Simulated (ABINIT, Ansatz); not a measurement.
**LiBeI3 (Pm-3m): zone-centre phonons**

Wanted: the vibrations of LiBeI3 (Pm-3m) at Γ, by two programs.

Method: DFT PBEsol, scalar-relativistic, plane waves, PseudoDojo norm-conserving pseudopotentials, in ABINIT 10.8.3.

The structure was built from a prototype and need not be the compound's stable phase.

### 1. Starting point

Symmetry: Pm-3m, No. 221, cubic system. The conventional cell has a = 5.330 Å, b = 5.330 Å, c = 5.330 Å, α = 90.00°, β = 90.00°, γ = 90.00°. Nearest to Li lie 12 I at 3.77 Å. Be has 6 I at 2.66 Å nearest. Nearest to I lie 2 Be at 2.66 Å. Farther neighbours and most contacts between anions are not listed.

### 2. Relaxing the cell and atoms

The harmonic expansion needs vanishing forces, and a free crystal bears no stress, so cell and atoms are brought to rest. Stress is more sensitive to the basis than forces are: the last 3 Ha under the cutoff are smoothed with ecutsm, and the cutoff is raised above that of the later runs.

The starting cell comes from a relaxation made beforehand in Ansatz (PBEsol, PseudoDojo NC).

relax.abi

```
# relaxation
ionmov 2
optcell 2
dilatmx 1.08
ntime 40
tolmxf 1.0d-05
tolvrs 1.0d-14
prtwf 0
prtden 0
chksymtnons 0

# basis, mesh and filling
ecut 47.0
ecutsm 3.0
ngkpt 4 4 4
nshiftk 1
shiftk 0.0 0.0 0.0
istwfk *1
occopt 7
tsmear 0.01
nband 21
nstep 100
diemac 1000000.0
prtebands 0
prtgsr 0
useylm 1

# cell and atoms
acell 3*1.0 Angstrom
rprim 
    5.329974849 0.0 0.0
    0.0 5.329974849 0.0
    0.0 0.0 5.329974849
ntypat 3
znucl 3 4 53
natom 5
typat 1 2 3 3 3
xred 
    0.0 0.0 0.0
    0.5 0.5 0.5
    0.5 0.5 0.0
    0.5 0.0 0.5
    0.0 0.5 0.5
pp_dirpath "./pseudo"
pseudos "Li.upf, Be.upf, I.upf"
```

Launch:

```console
$ OMP_NUM_THREADS=1 mpirun -n 4 abinit relax.abi > relax.log
```

Numbers of over 12 decimals in the logs are rounded to 6 here.

relax.abo, the main output file:

```text
[banners, grids, parts of the stress and lines that vanish by symmetry left out]
- input  file    -> relax.abi
- output file    -> relax.abo
- root for input  files -> relaxi
[...]
Symmetries : space group Pm -3 m (#221); Bravais cP (primitive cubic)
[...]
mpw =       19882          nfft =      373248          nkpt =          10
[...]
== DATASET  1 ==================================================================
[...]
cutoff_energies: {ecut:  47.0, pawecutdg:  -1.0, }
[...]
ETOT  1  -59.929460843090    -5.993E+01 8.193E-02 1.607E+02
 ETOT  2  -59.954698371831    -2.524E-02 1.590E-03 8.708E+00
 ETOT  3  -59.954871397906    -1.730E-04 2.325E-03 1.753E+00
 ETOT  4  -59.954891964275    -2.057E-05 1.645E-03 4.289E-01
 ETOT  5  -59.954897967639    -6.003E-06 3.487E-04 3.273E-02
[...]
At SCF step   13       vres2   =  4.14E-16 < tolvrs=  1.00E-14 =>converged.
[...]
sigma(1 1)= -4.06547975E-06  sigma(3 2)=  0.00000000E+00
  sigma(2 2)= -4.06547975E-06  sigma(3 1)=  0.00000000E+00
  sigma(3 3)= -4.06547975E-06  sigma(2 1)=  0.00000000E+00
[...]
convergence: {deltae: -1.036E-11, res2:  4.138E-16, residm:  2.009E-05, diffor: null, }
etotal    :  -5.99548985E+01
[...]
ETOT  1  -59.954899068455    -5.995E+01 1.566E-05 2.718E-02
[...]
At SCF step   11       vres2   =  2.38E-16 < tolvrs=  1.00E-14 =>converged.
[...]
sigma(1 1)= -3.71164043E-06  sigma(3 2)=  0.00000000E+00
  sigma(2 2)= -3.71164043E-06  sigma(3 1)=  0.00000000E+00
  sigma(3 3)= -3.71164043E-06  sigma(2 1)=  0.00000000E+00
[...]
convergence: {deltae: -1.293E-12, res2:  2.378E-16, residm:  1.748E-06, diffor: null, }
etotal    :  -5.99549000E+01
[...]
ETOT  1  -59.954807864068    -5.995E+01 1.340E-06 2.978E+00
[...]
ETOT 11  -59.954907317573     9.294E-12 7.612E-08 3.208E-14
 ETOT 12  -59.954907317581    -7.468E-12 4.345E-08 1.894E-16
 At SCF step   12       vres2   =  1.89E-16 < tolvrs=  1.00E-14 =>converged.
[...]
sigma(1 1)= -1.98669948E-08  sigma(3 2)=  0.00000000E+00
  sigma(2 2)= -1.98669948E-08  sigma(3 1)=  0.00000000E+00
  sigma(3 3)= -1.98669948E-08  sigma(2 1)=  0.00000000E+00
[...]
convergence: {deltae: -7.468E-12, res2:  1.894E-16, residm:  4.345E-08, diffor: null, }
etotal    :  -5.99549073E+01
[...]
At Broyd/MD step   3, gradients are converged :
[...]
sigma(1 1)= -1.98669948E-08  sigma(3 2)=  0.00000000E+00
  sigma(2 2)= -1.98669948E-08  sigma(3 1)=  0.00000000E+00
  sigma(3 3)= -1.98669948E-08  sigma(2 1)=  0.00000000E+00
[...]
- sigma(1 1)= -5.84507168E-04  sigma(3 2)=  0.00000000E+00
- sigma(2 2)= -5.84507168E-04  sigma(3 1)=  0.00000000E+00
- sigma(3 3)= -5.84507168E-04  sigma(2 1)=  0.00000000E+00
[...]
fcart     -0.0000000000E+00 -0.0000000000E+00 -0.0000000000E+00
           strten     -1.9866994832E-08 -1.9866994831E-08 -1.9866994834E-08
================================================================================

[key lines of the parts left out:]
pressure_GPa:   5.8451E-04
Total energy (etotal) [Ha]= -5.99549073175810E+01
```

It took 3.6 min on 4 MPI ranks of Intel Xeon at 2.70GHz, shared host.

The steps of the relaxation:

```csv
step,energy less that of the first step (eV),largest force (eV/Å),volume (Å³)
1,0.0000,0.0000,151.42
2,0.0000,0.0000,151.47
3,-0.0002,0.0000,152.06
```

```csv
"conventional cell, symmetrised",before,after,change
a (Å),5.330,5.337,+0.1 %
b (Å),5.330,5.337,+0.1 %
c (Å),5.330,5.337,+0.1 %
volume (Å³/atom),30.28,30.41,+0.4 %
```

Final coordinates:

```xyz
5
Lattice="5.3375 0.0000 0.0000 0.0000 5.3375 0.0000 0.0000 0.0000 5.3375" Properties=species:S:1:pos:R:3 pbc="T T T"
Li    0.0000    0.0000    0.0000
Be    2.6687    2.6687    2.6687
I     2.6687    2.6687    0.0000
I     2.6687    0.0000    2.6687
I     0.0000    2.6687    2.6687
```

This step gave:

| Quantity | Value |
| --- | --- |
| volume per atom | 30.41 Å³ |
| pressure | 5.85e-4 GPa |
| gap on the k-mesh | 0 eV |

The volume changes by +0.4 % from the cell with which this run began.

### 3. Self-consistent run for the response

First-order wavefunctions inherit every error of the ground state, hence the very tight tolvrs. Occupations are smeared.

gs.abi

```
# ground state
tolvrs 1.0d-16
prtden 1
prtwf 1

# basis, mesh and filling
ecut 38.0
ngkpt 4 4 4
nshiftk 1
shiftk 0.0 0.0 0.0
istwfk *1
occopt 7
tsmear 0.01
nband 21
nstep 100
diemac 1000000.0
prtebands 0
prtgsr 0
useylm 1

# cell and atoms
acell 3*1.0 Angstrom
rprim 
    5.337472658 0.0 0.0
    0.0 5.337472658 0.0
    0.0 0.0 5.337472658
ntypat 3
znucl 3 4 53
natom 5
typat 1 2 3 3 3
xred 
    0.0 0.0 0.0
    0.5 0.5 0.5
    0.5 0.5 0.0
    0.5 0.0 0.5
    0.0 0.5 0.5
pp_dirpath "./pseudo"
pseudos "Li.upf, Be.upf, I.upf"
```

Launch:

```console
$ OMP_NUM_THREADS=1 mpirun -n 4 abinit gs.abi > gs.log
```

gs.abo, the main output file:

```text
[banners, grids, parts of the stress and lines that vanish by symmetry left out]
- input  file    -> gs.abi
- output file    -> gs.abo
- root for input  files -> gsi
[...]
Symmetries : space group Pm -3 m (#221); Bravais cP (primitive cubic)
[...]
mpw =       11536          nfft =      216000          nkpt =          10
[...]
== DATASET  1 ==================================================================
[...]
cutoff_energies: {ecut:  38.0, pawecutdg:  -1.0, }
[...]
ETOT  1  -59.925252201747    -5.993E+01 1.086E-01 9.204E+01
 ETOT  2  -59.954443427089    -2.919E-02 2.636E-03 5.063E+00
 ETOT  3  -59.954608221096    -1.648E-04 1.533E-03 1.069E+00
 ETOT  4  -59.954629711521    -2.149E-05 2.733E-04 2.591E-01
 ETOT  5  -59.954635959209    -6.248E-06 1.946E-04 2.047E-02
[...]
ETOT 13  -59.954636585831     3.233E-12 5.884E-06 1.127E-15
 ETOT 14  -59.954636585829     1.691E-12 5.789E-06 4.341E-18
 At SCF step   14       vres2   =  4.34E-18 < tolvrs=  1.00E-16 =>converged.
[...]
sigma(1 1)=  2.94584177E-06  sigma(3 2)=  0.00000000E+00
  sigma(2 2)=  2.94584177E-06  sigma(3 1)=  0.00000000E+00
  sigma(3 3)=  2.94584177E-06  sigma(2 1)=  0.00000000E+00
[...]
convergence: {deltae:  1.691E-12, res2:  4.341E-18, residm:  5.789E-06, diffor: null, }
etotal    :  -5.99546366E+01
[...]
sigma(1 1)=  2.94584177E-06  sigma(3 2)=  0.00000000E+00
  sigma(2 2)=  2.94584177E-06  sigma(3 1)=  0.00000000E+00
  sigma(3 3)=  2.94584177E-06  sigma(2 1)=  0.00000000E+00
[...]
- sigma(1 1)=  8.66696570E-02  sigma(3 2)=  0.00000000E+00
- sigma(2 2)=  8.66696570E-02  sigma(3 1)=  0.00000000E+00
- sigma(3 3)=  8.66696570E-02  sigma(2 1)=  0.00000000E+00
[...]
fcart     -0.0000000000E+00 -0.0000000000E+00 -0.0000000000E+00
           strten      2.9458417670E-06  2.9458417670E-06  2.9458417670E-06
================================================================================

[key lines of the parts left out:]
pressure_GPa:  -8.6670E-02
```

Elapsed: 56 s, on 4 MPI ranks; 3.7 min of CPU time.

Numbers from this step:

| Property | Result |
| --- | --- |
| pressure | -0.08667 GPa |

The cell stands at -0.087 GPa, close enough for phonons.

(Continued in part 2 of 4.)

[Host names and launcher messages were left out of these logs when they were recorded.]

[Logs are printed without paths, hosts, clocks, repeated set-up lines and the standing remarks that a program may print on its own settings, such as how far it seeks lower states.]

[Hosts, paths, dates, database ids (printed as entryN), source tags and the programs' standing remarks are cut or masked in the printed files.]
